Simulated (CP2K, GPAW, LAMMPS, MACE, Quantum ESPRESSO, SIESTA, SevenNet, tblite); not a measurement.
# Glassy B2O3 (90 atoms) in GPAW

Aim: run glassy B2O3 (90 atoms) in GPAW and see how near its forces come to a plane-wave reference, and at what cost.

Main program and level: GPAW 26.7.0; the method is named at each step.

### Step 1. Set-up

The cell holds 90 atoms: 36 B and 54 O. Cell: a = 10.120 Å, b = 10.120 Å, c = 10.120 Å, α = 90.0°, β = 90.0°, γ = 90.0°. 90 atoms (36 B, 54 O) placed at random at 1.93 g/cm³, melted at 3000 K for 20 ps at fixed volume with the Buckingham and Coulomb pair potential of Guillot and Sator (Geochim. Cosmochim. Acta 71, 1249 (2007)) with the boron terms of Wang et al. (J. Non-Cryst. Solids 498, 294 (2018)). Quenched from 3000 K to 300 K at 50 K/ps and fixed volume, held 10 ps at zero pressure, then minimised at fixed cell.

The yardstick, on the same geometry:

* method: Kohn-Sham DFT, PBE, SSSP efficiency 1.3.0 pseudopotentials, plane waves (Quantum ESPRESSO 7.5); sssp-pbe-1.3.0-efficiency, cutoffs 60/480 Ry, Γ point
* r.m.s. force component: 0.7075 eV/Å
* longest force: 3.16 eV/Å
* pressure: -10.14 GPa
* gap (highest filled to lowest empty level): 4.663 eV
* time: 72 s on 4 MPI ranks of Arm Neoverse V2, shared host
* CPU time: 4.8 min

### Step 2. PBE, LCAO dzp, h 0.18 Å

Method: Kohn-Sham DFT, PBE, PAW, atomic orbitals (dzp).

Input file run.py:

```python
import numpy as np
from ase.io import read
from gpaw import GPAW, FermiDirac

atoms = read("structure.xyz")
atoms.calc = GPAW(
    mode="lcao",
    basis="dzp",
    h=0.18,
    xc="PBE",
    kpts={"size": (1, 1, 1), "gamma": True},
    occupations=FermiDirac(0.05),
    maxiter=200,
    symmetry={"point_group": False},
    txt="gpaw.txt",
)
energy = atoms.get_potential_energy(force_consistent=True)
forces = atoms.get_forces()
print(f"energy {energy:.6f} eV")
print("forces (eV/A)")
for i, (a, f) in enumerate(zip(atoms, forces)):
    print(f"{i:4d} {a.symbol:2s} {f[0]:10.5f} {f[1]:10.5f} {f[2]:10.5f}")
print(f"Fermi level {atoms.calc.get_fermi_level():.4f} eV")
for k in range(len(atoms.calc.get_ibz_k_points())):
    for s in range(atoms.calc.get_number_of_spins()):
        e = atoms.calc.get_eigenvalues(kpt=k, spin=s)
        n = np.searchsorted(e, atoms.calc.get_fermi_level())
        print(f"k {k} spin {s} levels about the Fermi level:", np.round(e[max(n - 6, 0):n], 4).tolist(), "|", np.round(e[n:n + 6], 4).tolist())
```

Input file structure.xyz:

```xyz
90
Lattice="10.11952 0.00000 0.00000 0.00000 10.11952 0.00000 0.00000 0.00000 10.11952" Properties=species:S:1:pos:R:3 pbc="T T T"
B 8.82786 9.71555 2.01905
B 9.64957 8.51720 4.34927
B 3.03545 3.21882 4.76518
B 7.80893 1.53118 8.55970
B 7.37571 2.25190 2.73247
B 5.88238 8.14267 6.05744
B 3.95248 1.82769 8.79487
B 9.71595 6.04581 3.35189
B 3.83034 4.90068 1.32181
B 0.25663 0.56487 10.03755
B 9.58905 7.41214 8.63053
B 6.96334 3.32467 0.38009
B 2.70383 5.95827 4.49195
B 4.05439 6.27097 9.15989
B 9.89092 2.95955 2.04020
B 7.21309 6.24243 4.65660
B 5.60723 2.73784 6.87379
B 9.51670 1.97361 6.44472
B 2.00903 1.95772 6.98490
B 7.56414 9.15725 7.92237
B 0.00729 3.28803 9.67821
B 6.65207 5.63232 9.21069
B 6.12008 5.99116 2.31191
B 0.43666 7.16604 1.05739
B 2.12631 9.21018 8.64703
B 7.31166 4.91637 6.85638
B 2.47807 2.80968 2.40581
B 3.40846 7.12283 6.74901
B 5.71065 1.13308 4.61369
B 0.39375 5.11926 7.60512
B 4.31982 9.73356 10.04119
B 9.93970 4.14020 5.15144
B 3.55893 9.68256 4.07675
B 2.55781 7.79082 2.47351
B 1.59119 9.24317 5.94714
B 6.40920 8.56152 1.32212
O 1.09787 2.61367 2.32182
O 4.25910 1.00669 9.87645
O 6.36326 3.90087 6.77229
O 7.46355 0.18832 8.70825
O 4.95148 2.48829 8.08145
O 2.62723 6.71359 5.66410
O 7.48591 2.50944 9.49029
O 2.58200 9.73751 5.08243
O 8.48026 1.83609 7.36762
O 0.69845 1.53796 6.73940
O 5.53669 1.83892 5.81245
O 9.87908 7.41123 9.99626
O 3.01541 4.60428 4.57898
O 7.53287 9.30965 1.67761
O 6.68880 2.79967 1.63916
O 9.97845 4.80495 3.92951
O 6.97579 5.70751 3.38721
O 3.31728 6.51161 8.00150
O 6.50220 7.38442 5.05490
O 8.76765 2.39984 2.64949
[... 30 atom lines left out ...]
O 1.07743 9.79620 9.35428
O 2.58665 6.63324 3.27478
O 5.45746 6.34271 9.07164
O 7.50089 5.52101 8.10098
```

Started as:

```sh
OMP_NUM_THREADS=1 python run.py > output.txt
```

The program printed:

```text
energy -680.365973 eV
forces (eV/A)
   0 B     0.02347   -1.56335   -0.51132
   1 B     1.23228   -0.21832   -1.80026
   2 B    -1.89655    0.37229   -0.20772
   3 B     0.16667   -0.55263   -0.07187
   4 B     0.16121    0.54803   -1.28379
   5 B     0.31897   -2.21181    1.13894
   6 B     0.13219   -1.42627   -2.28377
   7 B     1.22622    1.71945   -0.14063
   8 B     1.31008    0.39711   -0.14155
   9 B    -0.02725    0.44558    0.23767
  10 B    -0.02635   -0.84682    0.71715
  11 B     1.05082   -0.40741   -0.29267
  12 B     1.02683    0.50082    0.63101
  13 B     1.36881   -1.08952    0.14742
  14 B    -0.17232   -0.35049   -1.79378
  15 B    -1.81901    0.24058    0.84945
  16 B     0.35567    0.20160   -0.14779
  17 B     0.89623    1.97859    1.28775
  18 B     0.42599    1.02565   -0.92968
  19 B     0.38947   -0.03908   -0.63941
  20 B     0.12044   -0.44807    1.12122
  21 B    -1.81530   -2.28518   -1.25167
  22 B    -1.11877    1.71791    0.14083
  23 B    -0.06766   -0.31953    0.94806
[...]
82 O     0.02407    0.71261   -0.17650
  83 O     0.33157    0.03493   -0.66764
  84 O     0.38468   -0.02976   -0.15251
  85 O     0.18333   -0.54894    0.17239
  86 O    -0.10442   -0.15570    0.07466
  87 O    -0.07485   -0.94665   -0.29081
  88 O     1.05297    0.52358   -0.37647
  89 O     0.55854    0.48251   -0.04155
Fermi level 1.9397 eV
k 0 spin 0 levels about the Fermi level: [0.3719, 0.3857, 0.464, 0.522, 0.5694, 0.7458] | [5.277, 5.3796, 5.574, 5.7122, 5.7407, 5.8545]
```

gpaw.txt:

```text
Input parameters:
  mode=LCAO(),
  basis={'default': 'dzp'},
  h=0.18,
  kpts=MonkhorstPack(size=(1, 1, 1), gamma=True),
  maxiter=200,
  occupations=Occupations(name='fermi-dirac', width=0.05, fixmagmom=False),
  symmetry=Symmetry(point_group=False),
  xc=XC(name='PBE')
Unit cell  # Å
| periodic |         x |         y |         z |   lengths |    angles |
|----------|-----------|-----------|-----------|-----------|-----------|
|      yes | 10.119520 |  0.000000 |  0.000000 | 10.119520 | 90.000000 |
|      yes |  0.000000 | 10.119520 |  0.000000 | 10.119520 | 90.000000 |
|      yes |  0.000000 |  0.000000 | 10.119520 | 10.119520 | 90.000000 |
Number of symmetries: 1
Symmetry operations  # r_c * U_cc + t_c -> r_c
|   | kind |            matrix            |
|---|------|------------------------------|
| 0 |  E   |  1, 0, 0,  0, 1, 0,  0, 0, 1 |
BZ-sampling:
  Number of BZ points: 1
  Number of IBZ points: 1
  Monkhorst-Pack size: [1, 1, 1]
  Monkhorst-Pack shift: [0, 0, 0]
[... lines left out ...]
Reference energy: -134307.648682  # eV
eigensolver:
density mixing:
  MSR1-Mixer
occupation numbers:
  Fermi-Dirac:
    width: 0.0500  # eV
FastPoissonSolver using
    Stencil: 6*3+1=19 point O(h^6) finite-difference Laplacian
xc functional:
  name: PBE with 2 nearest neighbor stencil
interpolation: tri-quintic # 5. degree polynomial
Initialization done in: 5.938 s
convergence criteria:
- Maximum [total energy] change in last 3 cyles: 0.0005 eV / valence electron
- Maximum integral of absolute [dens]ity change: 0.0001 electrons / valence electron
- Maximum integral of absolute [eigenst]ate change: 4e-08 eV^2 / valence electron
maximum number of iterations: 200
SCF iterations
|iter     |      energy | eigst |  dens |
|---------|-------------|-------|-------|
|iter:   1| -710.934728 |      c|       |
|iter:   2| -703.077938 |      c| -0.86 |
|iter:   3| -679.996350 |      c| -0.91 |
|iter:   4| -680.267792 |      c| -1.54 |
|iter:   5| -680.368239 |      c| -1.85 |
|iter:   6| -680.366407c|      c| -2.97 |
|iter:   7| -680.365982c|      c| -3.31 |
|iter:   8| -680.365975c|      c| -3.83 |
|iter:   9| -680.365973c|      c| -4.42c|
Converged in 9 steps
SCF loop duration: 66.815 s (7.424 s/step)
Energy contributions relative to reference atoms: (reference = -134307.648682)
Energy contributions:
  Kinetic:         407.727455
  Coulomb:        -443.917107
  Zero:             12.812732
  External:          0.000000
  Xc:             -656.989054
  Entropy:          -0.000000
  Spinorbit:         0.000000
  ----------------------------
  Free energy:    -680.365973
  Extrapolated:   -680.365973
dipole moment: (12.173104, -12.001932, 34.871217)  # |e|*Ang
Fermi level: 1.940
Eigenvalues  # (at kpt = [0.000, 0.000, 0.000])
| band index |      eig [eV] | occ [0-2] |
|------------|---------------|-----------|
|          0 |       -19.677 |     2.000 |
|        ... |               |           |
|        208 |         0.301 |     2.000 |
|        209 |         0.367 |     2.000 |
[...]
|        223 |         6.136 |     0.000 |
|        ... |               |           |
|        263 |        10.017 |     0.000 |
Gap: 4.531 eV
Transition (v -> c):
  (s=0, k=0, n=215, [0.00, 0.00, 0.00]) -> (s=0, k=0, n=216, [0.00, 0.00, 0.00])
No difference between direct/indirect transitions
Force computation time: 16.402  # s
timing:  # [seconds]
  Total:  89.176  # ━━━━━━━━━━━━━━━━━━━━━━━━━━━━━━━━━━━━━━━━━━━━━━━━━━━━━━━━━
  Init:    5.937  # ━━━━
  SCF:    66.815  # ━━━━━━━━━━━━━━━━━━━━━━━━━━━━━━━━━━━━━━━━━━╸
  Forces: 16.403  # ━━━━━━━━━━╸
```

It took 90 s on 1 thread of Arm Neoverse V2, shared host; peak memory 1.2 GiB.

Banners, paths, timers and routine set-up lines are dropped from the logs unmarked, and long logs keep their key lines alone; longer cuts are marked.

Against the reference:

```yaml
r_m_s_force_component: 0.7698 eV/Å
r_m_s_difference_of_force_components: 156.2 meV/Å
longest_difference_of_force_vectors: 487.8 meV/Å
force_difference_over_r_m_s_force: 22.08 %
slope_of_forces_against_the_reference_s: 1.067
correlation_of_force_components: 0.9811
spacing_of_highest_filled_and_lowest_empty_level: 4.531 eV
gap_difference: -0.1317 eV
```

Length of the force difference by element (eV/Å):

```csv
element,atoms,mean,most
B,36,0.093,0.19
O,54,0.32,0.49
```

Levels nearest the highest filled one (eV from it): -0.37, -0.36, -0.28, -0.22, -0.18, 0.00, 4.53, 4.63, 4.83, 4.97, 4.99, 5.11.

Local excerpt of 9 atoms (numbers count through the whole input) about B13, picked at random; x, y, z are measured from there.

```csv
atom,x,y,z,distance (Å),bonds,Fx,Fy,Fz (eV/Å)
B13,0.00,0.00,0.00,0.00,3,1.03,0.50,0.63
O49,0.31,-1.35,0.09,1.39,2,0.13,0.26,-0.20
O42,-0.08,0.76,1.17,1.40,2,-0.39,0.04,0.48
O88,-0.12,0.67,-1.22,1.40,2,-0.07,-0.95,-0.29
B28,0.70,1.16,2.26,2.64,3,2.03,-0.90,-0.89
B34,-0.15,1.83,-2.02,2.73,3,-1.47,-0.23,1.98
B3,0.33,-2.74,0.27,2.77,3,-1.90,0.37,-0.21
O52,-2.84,-1.15,-0.56,3.12,2,-0.46,-0.52,-0.80
O65,-2.25,-1.27,1.79,3.14,2,0.47,0.84,0.22
```

Atoms are counted from 1 here, from 0 in the log.

Forces lie 22 % from the reference's, at 0.31 times its CPU time (on 1 against 4 cores).

The difference per atom is largest on O (0.32 eV/Å on average, against 0.093 on B).

### Step 3. PBE, LCAO sz(dzp), h 0.18 Å

Method: Kohn-Sham DFT, PBE, PAW, atomic orbitals (sz(dzp)).

run.py: that of step 2 with these lines changed.

```diff
@@ -7,3 +7,3 @@
     mode="lcao",
-    basis="dzp",
+    basis="sz(dzp)",
     h=0.18,
```

structure.xyz is that of step 2.

The program printed:

```text
energy -562.906733 eV
forces (eV/A)
   0 B     0.05615   -0.59590   -0.32590
   1 B     0.49025    0.20928   -0.84414
   2 B    -0.70443    0.22582    0.28546
   3 B    -0.06212    0.09953    0.42955
   4 B     0.10261    0.09447   -0.19289
   5 B    -0.08104   -1.09113    0.43903
[...]
87 O    -0.15864   -1.27311   -0.76224
  88 O     1.26612    1.19887   -0.49367
  89 O     1.81311    1.00442    0.14455
Fermi level 2.0389 eV
k 0 spin 0 levels about the Fermi level: [0.3096, 0.3271, 0.3954, 0.4431, 0.5031, 0.6964] | [4.7582, 4.7829, 5.0597, 5.1407, 5.1892, 5.3687]
```

gpaw.txt:

```text
Input parameters:
  mode=LCAO(),
  basis={'default': 'sz(dzp)'},
  h=0.18,
  kpts=MonkhorstPack(size=(1, 1, 1), gamma=True),
  maxiter=200,
  occupations=Occupations(name='fermi-dirac', width=0.05, fixmagmom=False),
[... lines left out ...]
  Fermi-Dirac:
[... lines left out ...]
convergence criteria:
- Maximum [total energy] change in last 3 cyles: 0.0005 eV / valence electron
[... lines left out ...]
Converged in 9 steps
[... lines left out ...]
  Free energy:    -562.906733
[... lines left out ...]
Fermi level: 2.039
[... lines left out ...]
|        ... |               |           |
|        263 |        10.752 |     0.000 |
Gap: 4.062 eV
Transition (v -> c):
  (s=0, k=0, n=215, [0.00, 0.00, 0.00]) -> (s=0, k=0, n=216, [0.00, 0.00, 0.00])
No difference between direct/indirect transitions
Force computation time: 3.643  # s
timing:  # [seconds]
  Total:  29.268  # ━━━━━━━━━━━━━━━━━━━━━━━━━━━━━━━━━━━━━━━━━━━━━━━━━━━━━━━━━
  Init:    4.923  # ━━━━━━━━━╸
  SCF:    20.684  # ━━━━━━━━━━━━━━━━━━━━━━━━━━━━━━━━━━━━━━━━╸
  Forces:  3.643  # ━━━━━━━
```

Run time: 30 s. Hardware: 1 thread; peak memory 0.88 GiB.

Compared with the plane-wave run:

```
r.m.s. force component                           : 0.7122 eV/Å
r.m.s. difference of force components            : 635.9 meV/Å
longest difference of force vectors              : 2174 meV/Å
force difference over r.m.s. force               : 89.87 %
slope of forces against the reference's          : 0.6028
correlation of force components                  : 0.5988
gap (highest filled to lowest empty level) : 4.062 eV
gap difference                                   : -0.6011 eV
```

This is a coarse setting, run to see what it loses.

Against the first run (22 %), the force difference from the reference is 90 %, at 0.34 times the CPU time, with 360 basis functions against 1170: the smaller basis costs accuracy.

### Step 4. PBE, LCAO szp(dzp), h 0.18 Å

Method: Kohn-Sham DFT, PBE, PAW, atomic orbitals (szp(dzp)).

run.py: that of step 3 with these lines changed.

```diff
@@ -7,3 +7,3 @@
     mode="lcao",
-    basis="sz(dzp)",
+    basis="szp(dzp)",
     h=0.18,
```

structure.xyz is that of step 3.

The program printed:

```text
energy -618.805521 eV
forces (eV/A)
   0 B     0.10764   -1.03238   -0.37452
   1 B     0.87840   -0.11148   -1.39317
   2 B    -1.35246    0.30662   -0.13482
   3 B     0.06194   -0.18052    0.16169
   4 B     0.17794    0.39274   -0.87211
   5 B     0.04641   -1.82916    0.70489
   6 B     0.16488   -1.17207   -1.63880
   7 B     0.86309    1.36360   -0.30164
   8 B     0.89953    0.25619   -0.05165
   9 B    -0.12034    0.61775    0.01986
  10 B    -0.17702   -0.49350    0.36648
  11 B     0.98654   -0.19730   -0.18065
  12 B     0.80376    0.26918    0.25335
  13 B     1.00835   -0.55770    0.23687
  14 B    -0.20042   -0.23472   -1.37736
  15 B    -1.22574    0.46253    0.50635
  16 B     0.34085    0.46030    0.01654
  17 B     0.47231    1.56603    1.22313
  18 B     0.26386    0.77014   -0.58849
  19 B     0.15071    0.08843   -0.64415
  20 B     0.12046   -0.25569    0.67003
  21 B    -1.64079   -1.46288   -1.09176
  22 B    -0.89357    1.12747   -0.16626
  23 B    -0.10325   -0.18161    0.53442
[...]
82 O    -0.47783    1.47544   -0.05227
  83 O     0.56564   -0.23085   -0.65355
  84 O     0.56376   -0.15900   -0.19109
  85 O     0.28333   -0.83341    0.19390
  86 O    -0.20591   -0.35623    0.08954
  87 O    -0.08707   -1.16694   -0.50365
  88 O     1.21102    0.92818   -0.36654
  89 O     1.36494    0.85072    0.11323
Fermi level 1.9108 eV
k 0 spin 0 levels about the Fermi level: [-0.0242, -0.0086, 0.0331, 0.1365, 0.1575, 0.3257] | [4.7096, 4.7766, 5.0366, 5.0804, 5.1476, 5.3335]
```

gpaw.txt:

```text
Input parameters:
  mode=LCAO(),
  basis={'default': 'szp(dzp)'},
  h=0.18,
  kpts=MonkhorstPack(size=(1, 1, 1), gamma=True),
  maxiter=200,
  occupations=Occupations(name='fermi-dirac', width=0.05, fixmagmom=False),
  symmetry=Symmetry(point_group=False),
  xc=XC(name='PBE')
Unit cell  # Å
| periodic |         x |         y |         z |   lengths |    angles |
[... lines left out ...]
  Fermi-Dirac:
[... lines left out ...]
convergence criteria:
- Maximum [total energy] change in last 3 cyles: 0.0005 eV / valence electron
[... lines left out ...]
Converged in 9 steps
[... lines left out ...]
  Free energy:    -618.805521
  Extrapolated:   -618.805521
dipole moment: (13.566626, -10.134264, 35.632566)  # |e|*Ang
Fermi level: 1.911
Eigenvalues  # (at kpt = [0.000, 0.000, 0.000])
| band index |      eig [eV] | occ [0-2] |
|------------|---------------|-----------|
|          0 |       -20.303 |     2.000 |
|        ... |               |           |
|        208 |        -0.107 |     2.000 |
|        209 |        -0.050 |     2.000 |
[...]
|        223 |         5.546 |     0.000 |
|        ... |               |           |
|        263 |        10.250 |     0.000 |
Gap: 4.384 eV
Transition (v -> c):
  (s=0, k=0, n=215, [0.00, 0.00, 0.00]) -> (s=0, k=0, n=216, [0.00, 0.00, 0.00])
No difference between direct/indirect transitions
Force computation time: 12.714  # s
timing:  # [seconds]
  Total:  71.188  # ━━━━━━━━━━━━━━━━━━━━━━━━━━━━━━━━━━━━━━━━━━━━━━━━━━━━━━━━━
  Init:    5.389  # ━━━━╸
  SCF:    53.064  # ━━━━━━━━━━━━━━━━━━━━━━━━━━━━━━━━━━━━━━━━━━╸
  Forces: 12.715  # ━━━━━━━━━━
```

Run time: 72 s. Hardware: 1 thread; peak memory 1.1 GiB.

Numbers from this run, and their distance from the reference:

* r.m.s. force component: 0.7551 eV/Å
* r.m.s. difference of force components: 409.2 meV/Å
* longest difference of force vectors: 1564 meV/Å
* force difference over r.m.s. force: 57.83 %
* slope of forces against the reference's: 0.9022
* correlation of force components: 0.8454
* gap (highest filled to lowest empty level): 4.384 eV
* gap difference: -0.279 eV

This is a coarse setting, run to see what it loses.

Against the first run (22 %), the force difference from the reference is 58 %, at 0.80 times the CPU time, with 810 basis functions against 1170: the smaller basis costs accuracy.

### Step 5. All runs compared

Differences are against the plane-wave reference, forces as r.m.s. over components; share is that over the reference's r.m.s. force, slope the least-squares factor from reference forces to these. Total energies of different programs have different zeros and aren't compared.

```
                                       run  Δ force, r.m.s. (meV/Å)  share (%)  slope  Δ gap (eV)  cores  CPU time  memory (GiB)
                                 reference                        -          -      -           -      4   4.8 min           2.8
              GPAW PBE, LCAO dzp, h 0.18 Å                      156       22.1  1.067      -0.132      1      90 s           1.2
 GPAW PBE, LCAO sz(dzp), h 0.18 Å (coarse)                      636       89.9  0.603      -0.601      1      30 s          0.88
GPAW PBE, LCAO szp(dzp), h 0.18 Å (coarse)                      409       57.8  0.902      -0.279      1      72 s           1.1
```

Rows marked coarse were listed beforehand as settings not expected to be converged; some can still land near the reference.

CPU time is summed over cores on a shared host, where runs went side by side, so it is rough. Symmetry, cutoffs, thresholds, outputs and thread counts weren't matched or tuned between programs; memory under MPI is the largest rank's times the ranks.

### Step 6. Summary of results

```yaml
nearest_in_forces: GPAW PBE, LCAO dzp, h 0.18 Å, 22 %
its_cpu_time: 90 s
```

What this shows: The PBE run in local orbitals, coarse settings apart, differs by 22 % (GPAW PBE, LCAO dzp, h 0.18 Å); basis, grid and potentials can all enter. Runs with settings chosen to be coarse differ by 58 % (GPAW PBE, LCAO szp(dzp), h 0.18 Å) to 90 % (GPAW PBE, LCAO sz(dzp), h 0.18 Å), their programs' other errors included. Of the electronic-structure runs that take under half the reference's CPU time, GPAW PBE, LCAO dzp, h 0.18 Å comes nearest, at 22 % in 90 s against 4.8 min. At the same functional, gaps differ from the reference's 4.66 eV by between -0.60 and -0.13 eV. The quench rate of 50 K/ps is many orders above laboratory rates, so the cell is likely richer in defects and strain than a real sample. The network of bonds at the start is that of the classical potential that made the cell, and needn't be the one that DFT or experiment would give. The reference's stress is far from hydrostatic: its diagonal is -9.2, -8.5, -12.8 GPa, compression counted positive. The electronic-structure runs sample only Γ, in a cell whose shortest periodic width is 10 Å.

[Also dropped from logs without a mark: logging warnings of Python, and SIESTA's first energy breakdown and zero terms.]

[Logs are printed without paths, hosts, clocks, repeated set-up lines and the standing remarks that a program may print on its own settings, such as how far it seeks lower states.]

[Hosts, paths, dates, database ids (printed as entryN), source tags and the programs' standing remarks are cut or masked in the printed files.]
